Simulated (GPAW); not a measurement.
# Ga K ELNES/XANES of zinc-blende (GaAs)₁₋ₓ(GaP)ₓ at x = 0.25 from DFT

What does the Ga K edge look like in zinc-blende (GaAs)₁₋ₓ(GaP)ₓ at x = 0.25?

Calculated with GPAW 26.7.0; X-ray absorption from dipole matrix elements to empty bands, plane-wave PAW LDA.

### 1. The starting structure

The cell holds 16 atoms: 8 Ga, 6 As and 2 P. Its edges and angles: a = 7.923 Å, b = 7.923 Å, c = 7.923 Å, α = 60.0°, β = 60.0°, γ = 60.0°. 16-atom zinc-blende cell, 2 of 8 As sites taken by P at random, lattice constants typed for the ends and interpolated (Vegard).

### 2. Relaxation

The cell was built by hand, so its atoms are relaxed first: near-edge features follow bond lengths closely.

Contents of relax.py:

```python
import numpy as np
from ase import Atoms
from ase.parallel import parprint, paropen
from gpaw import GPAW, PW, FermiDirac, Mixer, MixerDif, setup_paths
from ase.optimize import BFGS

atoms = Atoms('GaAsGaPGaAsGaAsGaAsGaPGaAsGaAs',
    cell=[[0, 5.6025, 5.6025],
     [5.6025, 0, 5.6025],
     [5.6025, 5.6025, 0]],
    scaled_positions=[[0.001212, 0.999653, 0.002029],
     [0.123604, 0.125553, 0.121408],
     [0.999752, 0.000113, 0.500196],
     [0.123959, 0.123808, 0.626607],
     [0.998294, 0.502141, 0.003538],
     [0.124035, 0.621893, 0.123727],
     [0.999792, 0.499604, 0.498899],
     [0.12082, 0.625836, 0.62231],
     [0.500219, 0.997354, 0.997755],
     [0.623649, 0.128045, 0.12772],
     [0.501185, 0.001441, 0.4975],
     [0.621667, 0.128118, 0.624628],
     [0.502069, 0.498651, 0.000187],
     [0.623718, 0.627119, 0.12442],
     [0.499505, 0.501168, 0.499805],
     [0.626748, 0.63016, 0.62295]],
    pbc=True)
atoms.calc = GPAW(legacy_gpaw=True, mode=PW(400, force_complex_dtype=True), xc='LDA', setups={},
    kpts={'size': (3, 3, 3), 'gamma': True}, occupations=FermiDirac(0.08),
    charge=0, mixer=Mixer(0.1, 5, 50), maxiter=150,
    convergence={'density': 0.0001, 'eigenstates': 1e-6}, txt='relax.txt')
steps = []
opt = BFGS(atoms, logfile='-')
opt.attach(lambda: steps.append([atoms.get_potential_energy(), float(np.linalg.norm(atoms.get_forces(), axis=1).max())]))
done = opt.run(fmax=0.05, steps=30)
out = dict(done=bool(done), steps=steps, frac=atoms.get_scaled_positions().tolist())
import json
with paropen('out.json', 'w') as f:
    json.dump(out, f)
```

Command:

```sh
$ OMP_NUM_THREADS=1 mpirun -n 4 gpaw python relax.py
```

Numbers of over 12 decimals in the logs are rounded to 6 here.

Output:

```text
Input parameters:
  convergence: {density: 0.0001,
                eigenstates: 1e-06}
  kpts: {gamma: True,
         size: (3, 3, 3)}
  maxiter: 150
  mixer: {backend: pulay,
          beta: 0.1,
          method: separate,
          nmaxold: 5,
          weight: 50}
  mode: {ecut: 400.0,
         force_complex_dtype: True,
         name: pw}
  occupations: {fixmagmom: False,
                name: fermi-dirac,
[...]
No difference between direct/indirect transitions

Forces in eV/Ang:
[...]
14 Ga   -0.02737    0.00487   -0.01224
 15 As   -0.00565   -0.01759    0.02069
Step     Time          Energy          fmax
BFGS:    0 03:01:46      -77.956073        0.949816
BFGS:    1 03:02:09      -78.021814        0.730683
BFGS:    2 03:02:34      -78.113347        0.152702
BFGS:    3 03:02:53      -78.115358        0.118808
BFGS:    4 03:03:12      -78.118023        0.048543
[key lines of the parts left out:]
Converged after 8 iterations.
Dipole moment: (-26.750789, -24.307078, -28.503660) |e|*Ang
Free energy:    -78.118023
Fermi level: 5.04159
```

It took 2.1 min on 4 MPI ranks of Arm Neoverse V1, shared host; peak memory 0.32 GiB; 8.4 min of CPU time.

In 4 steps the energy fell by 162 meV (energies extrapolated to zero smearing) and the largest force to 0.049 eV/Å. Atom 11 (Ga; the text counts from 1, the script from 0) is among those that moved most, by 0.06 Å.

### 3. The field without a hole

A plain self-consistent run shows whether there is a gap, which decides the set-up of the core-hole run.

Contents of scf.py:

```python
import numpy as np
from ase import Atoms
from ase.parallel import parprint, paropen
from gpaw import GPAW, PW, FermiDirac, Mixer, MixerDif, setup_paths
from gpaw.test import gen
setup_paths.insert(0, '.')
gen('Ga', name='nch1s', xcname='LDA', corehole=(1, 0, 0), write_xml=True)
from gpaw.mpi import world
world.barrier()

atoms = Atoms('GaAsGaPGaAsGaAsGaAsGaPGaAsGaAs',
    cell=[[0, 5.6025, 5.6025],
     [5.6025, 0, 5.6025],
     [5.6025, 5.6025, 0]],
    scaled_positions=[[0.0015729, 0.0013488, 0.9944616],
     [0.1246141, 0.1256891, 0.1245433],
     [0.9948861, 0.0048835, 0.503437],
     [0.1242876, 0.1240652, 0.6257829],
     [0.9989112, 0.5006643, 0.9990367],
     [0.1258338, 0.6242932, 0.1242897],
     [0.0021127, 0.4920962, 0.5014627],
     [0.1231598, 0.6256097, 0.6244138],
     [0.5016534, 0.0033918, 0.9924718],
     [0.624733, 0.1251596, 0.1242665],
     [0.4947462, 0.0065955, 0.5036555],
     [0.6241002, 0.1273927, 0.624069],
     [0.5010264, 0.5003642, 0.9987434],
     [0.6237413, 0.6258321, 0.1257385],
     [0.4999407, 0.4961444, 0.5033135],
     [0.6249438, 0.6271152, 0.623997]],
    pbc=True)
atoms.calc = calc = GPAW(legacy_gpaw=True, mode=PW(400, force_complex_dtype=True), xc='LDA', setups={0: 'nch1s'},
    kpts={'size': (3, 3, 3), 'gamma': True}, occupations=FermiDirac(0.05),
    charge=0, mixer=Mixer(0.1, 5, 50), maxiter=150,
    convergence={'density': 0.0001, 'eigenstates': 1e-6}, txt='scf.txt')
energy = atoms.get_potential_energy() + calc.get_reference_energy()
ef = calc.get_fermi_level()
out = dict(energy=energy, fermi=ef, forces=atoms.get_forces().tolist())
parprint(f'all-electron energy {energy:.4f} eV, Fermi level {ef:.4f} eV')
ev = np.array([[calc.get_eigenvalues(k, s) for k in range(len(calc.get_ibz_k_points()))] for s in range(calc.get_number_of_spins())])
out['homo'], out['lumo'], out['counts'] = ev[ev < ef].max(), ev[ev > ef].min(), sorted(set((ev < ef).sum((0, 2)).tolist()))
out['filled'] = (ev[:, 0] < ef).sum(1).tolist()
import json
with paropen('out.json', 'w') as f:
    json.dump(out, f)
```

Command:

```sh
$ OMP_NUM_THREADS=1 mpirun -n 4 gpaw python scf.py
```

Output:

```text
Input parameters:
  convergence: {density: 0.0001,
                eigenstates: 1e-06}
  kpts: {gamma: True,
         size: (3, 3, 3)}
  maxiter: 150
  mixer: {backend: pulay,
          beta: 0.1,
          method: separate,
          nmaxold: 5,
          weight: 50}
  mode: {ecut: 400.0,
         force_complex_dtype: True,
         name: pw}
  occupations: {fixmagmom: False,
                name: fermi-dirac,
                width: 0.05}
  setups: {0: nch1s}

Initialize ...

[... PAW data sets ...]

Reference energy: -809529.107375  # eV

Spin-paired calculation

[... convergence settings ...]
Symmetries present (total): 1
  [... symmetry matrices ...]

27 k-points: 3 x 3 x 3 Monkhorst-Pack grid
14 k-points in the irreducible part of the Brillouin zone
       k-points in crystal coordinates                weights
   0:     0.00000000    0.00000000    0.00000000          1/27
   1:     0.00000000    0.00000000    0.33333333          2/27
   2:     0.00000000    0.33333333   -0.33333333          2/27
   3:     0.00000000    0.33333333    0.00000000          2/27
   4:     0.00000000    0.33333333    0.33333333          2/27
   5:     0.33333333   -0.33333333   -0.33333333          2/27
   6:     0.33333333   -0.33333333    0.00000000          2/27
   7:     0.33333333   -0.33333333    0.33333333          2/27
   8:     0.33333333    0.00000000   -0.33333333          2/27
   9:     0.33333333    0.00000000    0.00000000          2/27
          ...
  13:     0.33333333    0.33333333    0.33333333          2/27

Wave functions: Plane wave expansion
  Cutoff energy: 400.000 eV
  Number of coefficients (min, max): 6374, 6405
  Pulay-stress correction: 0.000000 eV/Ang^3 (de/decut=0.000000)
  Using FFTW library
  Wavefunction extrapolation:
    Improved wavefunction reuse through dual PAW basis

Occupation numbers: Fermi-Dirac:
  width: 0.0500  # eV

Eigensolver
   Davidson(niter=2)

Densities:
  Coarse grid: 40*40*40 grid
  Fine grid: 80*80*80 grid
  Total Charge: 0.000000

Density mixing:
  Method: separate
  Backend: pulay
  Linear mixing parameter: 0.1
  old densities: 5
  Width of damping distribution: 1.1
  Damping of long wavelength oscillations: 50

[... Hamiltonian set-up ...]
Number of atoms: 16
Number of atomic orbitals: 64
Number of bands in calculation: 43
Number of valence electrons: 64
Bands to converge: occupied

... initialized

Initializing position-dependent things.

Density initialized from atomic densities
Creating initial wave functions:
  43 bands from LCAO basis set

                              Ga

                        As
               GAs          Ga
                    Ga
                 P
                     Ga
         As           As
             GAs
                  Ga
                P
                    Ga
       As

Atomic positions and initial magnetic moments

Positions:
   0 Ga     5.579028    5.580283    0.016369    ( 0.0000,  0.0000,  0.0000)
   1 As     1.401927    1.395904    1.402324    ( 0.0000,  0.0000,  0.0000)
   2 Ga     2.847866    8.394355    5.601209    ( 0.0000,  0.0000,  0.0000)
   3 P      4.201024    4.202270    1.391397    ( 0.0000,  0.0000,  0.0000)
   4 Ga     8.402075   11.193503    8.401372    ( 0.0000,  0.0000,  0.0000)
   5 As     4.193936    1.401317    4.202587    ( 0.0000,  0.0000,  0.0000)
   6 Ga     5.566414    2.821281    2.768805    ( 0.0000,  0.0000,  0.0000)
[...]
13 As     4.210674    4.198961    7.000735    ( 0.0000,  0.0000,  0.0000)
  14 Ga     5.599463    5.620732    5.580567    ( 0.0000,  0.0000,  0.0000)
  15 As     7.009356    6.997191    7.014661    ( 0.0000,  0.0000,  0.0000)

Unit cell:
           periodic     x           y           z      points  spacing
  1. axis:    yes    0.000000    5.602500    5.602500    40     0.1617
  2. axis:    yes    5.602500    0.000000    5.602500    40     0.1617
  3. axis:    yes    5.602500    5.602500    0.000000    40     0.1617

  Lengths:   7.923131   7.923131   7.923131
  Angles:   60.000000  60.000000  60.000000

Effective grid spacing dv^(1/3) = 0.1765

iter:   1   -79.363551
iter:   2   -78.992832   -2.02  -0.85
iter:   3   -78.241856   -1.58  -0.91
iter:   4   -78.183123   -3.09  -1.39
iter:   5   -78.151693   -2.38  -1.49
iter:   6   -78.150521   -2.71  -1.96
iter:   7   -78.130969c  -4.22  -1.87
iter:   8   -78.118978c  -3.32  -2.04
iter:   9   -78.122654c  -3.79  -2.52
iter:  10   -78.117582c  -4.05  -2.30
iter:  11   -78.117606c  -5.40  -3.61
iter:  12   -78.117605c  -6.15c -3.60
iter:  13   -78.117595c  -6.47c -3.54
iter:  14   -78.117596c  -7.28c -3.98
iter:  15   -78.117595c  -7.54c -4.10c

Converged after 15 iterations.

Dipole moment: (-26.749453, -24.306269, -28.501751) |e|*Ang

Energy contributions relative to reference atoms: (reference = -809529.107375)

Kinetic:       +207.169888
Potential:     -184.316787
External:        +0.000000
XC:            -101.130275
Entropy (-ST):   -0.000154
Local:           +0.159656
SIC:             +0.000000
--------------------------
Free energy:    -78.117672
Extrapolated:   -78.117595

Showing only first 2 kpts
 Kpt  Band  Eigenvalues  Occupancy
  0    30      4.67156    1.99828
  0    31      4.68838    1.99760
  0    32      5.31868    0.00556
  0    33      5.65420    0.00001

  1    30      4.30339    2.00000
  1    31      4.31585    2.00000
  1    32      5.89129    0.00000
  1    33      6.34958    0.00000

Fermi level: 5.02455

Gap: 0.630 eV
Transition (v -> c):
  (s=0, k=0, n=31, [0.00, 0.00, 0.00]) -> (s=0, k=0, n=32, [0.00, 0.00, 0.00])
No difference between direct/indirect transitions

Forces in eV/Ang:
  0 Ga    0.02002   -0.00230    0.03623
  1 As   -0.02041   -0.00202   -0.03223
  2 Ga    0.00018    0.01357   -0.00265
  3 P    -0.01369   -0.01338    0.00310
  4 Ga    0.01111    0.02771    0.00702
  5 As    0.00824   -0.02285   -0.02779
  6 Ga    0.04569    0.00738    0.01417
[...]
13 As    0.01853   -0.01141    0.01665
 14 Ga   -0.02758    0.00552   -0.01276
 15 As   -0.00596   -0.01513    0.01720
Scalar-relativistic atomic LDA calculation for Ga (Gallium, Z=31)
Core hole in 1s state (1s occupation: 2.0)
600 radial gridpoints.
|------------------------------------------------|
|------------------------------------------------|
[... the atom generator's iteration count ...]

Energy contributions:
-------------------------
Kinetic:    +1972.184799
XC:           -72.597836
Potential:  -3840.247246
-------------------------
Total:      -1940.660283

state      eigenvalue         ekin         rmax
-----------------------------------------------
1s^2.0 :  -375.030000   481.718074        0.032
2s^2.0 :   -46.288952    91.904266        0.183
2p^6.0 :   -40.360200    89.727351        0.146
3s^2.0 :    -5.415739    20.699600        0.565
3p^6.0 :    -3.626001    18.420027        0.567
3d^10.0:    -0.713236    12.977628        0.531
4s^2.0 :    -0.336865     1.972734        1.883
4p^1.0 :    -0.100461     0.934904        2.519
-----------------------------------------------
(units: Bohr and Hartree)

Generating PAW setup
Kinetic energy of the core from tauc = 1987.570136
Cutoffs:
rc(s)=2.200
rc(p)=2.200
rc(d)=2.200
rc(vbar)=1.980
rc(comp)=2.200
rc(nct)=2.200

Kinetic energy of the core states: 1967.304428
Charge: 0.0
Core electrons: 28.0
Valence electrons: 3.0
Pseudo-core charge: 1.942142
Shape function alpha=2.066
Pseudo-electron charge 5.235165
state    eigenvalue         norm
--------------------------------
4s(2) :    -0.336865     1.140380
*s    :     0.663135
4p(1) :    -0.100461     1.012264
*p    :     0.899539
*d    :     0.000000
--------------------------------

Diagonalizing with gridspacing h=0.050

state   all-electron     PAW
-------------------------------
4s:      -0.336865    -0.337024
4p:      -0.100461    -0.100552
*d:                    0.030615
*f:                    0.065359
-------------------------------
all-electron energy -809607.2250 eV, Fermi level 5.0245 eV
```

Wall time 40 s (4 MPI ranks); peak memory 0.32 GiB; 2.7 min of CPU time.

The mesh shows a gap of 0.63 eV. The excited electron is kept all the same, so that all members of the series, with or without a gap, are treated alike.

### 4. Cell without a hole, the energy reference

The photon energy needs a difference of total energies, so the cell and mesh of the coming hole run are first run without a hole.

Edit scf.py of step 3 so:

```diff
@@ -32,3 +32,3 @@
 atoms.calc = calc = GPAW(legacy_gpaw=True, mode=PW(400, force_complex_dtype=True), xc='LDA', setups={0: 'nch1s'},
-    kpts={'size': (3, 3, 3), 'gamma': True}, occupations=FermiDirac(0.05),
+    kpts={'size': (3, 3, 3), 'gamma': True}, occupations=FermiDirac(0.02),
     charge=0, mixer=Mixer(0.1, 5, 50), maxiter=150,
```

Output:

```text
Input parameters:
  convergence: {density: 0.0001,
                eigenstates: 1e-06}
  kpts: {gamma: True,
         size: (3, 3, 3)}
  maxiter: 150
  mixer: {backend: pulay,
          beta: 0.1,
          method: separate,
          nmaxold: 5,
          weight: 50}
  mode: {ecut: 400.0,
         force_complex_dtype: True,
         name: pw}
  occupations: {fixmagmom: False,
                name: fermi-dirac,
[...]
4s(2) :    -0.336865     1.140380
*s    :     0.663135
4p(1) :    -0.100461     1.012264
*p    :     0.899539
*d    :     0.000000
--------------------------------

Diagonalizing with gridspacing h=0.050

state   all-electron     PAW
-------------------------------
4s:      -0.336865    -0.337024
4p:      -0.100461    -0.100552
*d:                    0.030615
*f:                    0.065359
-------------------------------
all-electron energy -809607.2250 eV, Fermi level 5.0089 eV
[key lines of the parts left out:]
Converged after 15 iterations.
Dipole moment: (-26.749378, -24.306172, -28.501705) |e|*Ang
Free energy:    -78.117651
Fermi level: 5.00890
```

Run time: 39 s. Hardware: 4 MPI ranks; peak memory 0.32 GiB; 2.6 min of CPU time.

Reference energy: -809607.225 eV with the cores included.

[end of part 1 of 2]

[Banner, clock and machine lines of the logs are left out without a mark of their own.]

[Logs are printed without paths, hosts, clocks, repeated set-up lines and the standing remarks that a program may print on its own settings, such as how far it seeks lower states.]

[Hosts, paths, dates, database ids (printed as entryN), source tags and the programs' standing remarks are cut or masked in the printed files.]

[Lists of maxima count a maximum above −3 eV only where it reaches 4 % of the highest in the window and stands out from its surroundings by 2 % of it (1.5 % where it reaches 55 %); shoulders and weaker maxima are passed over, and of the rest the first, up to two pre-edge ones and the few strongest are named.]
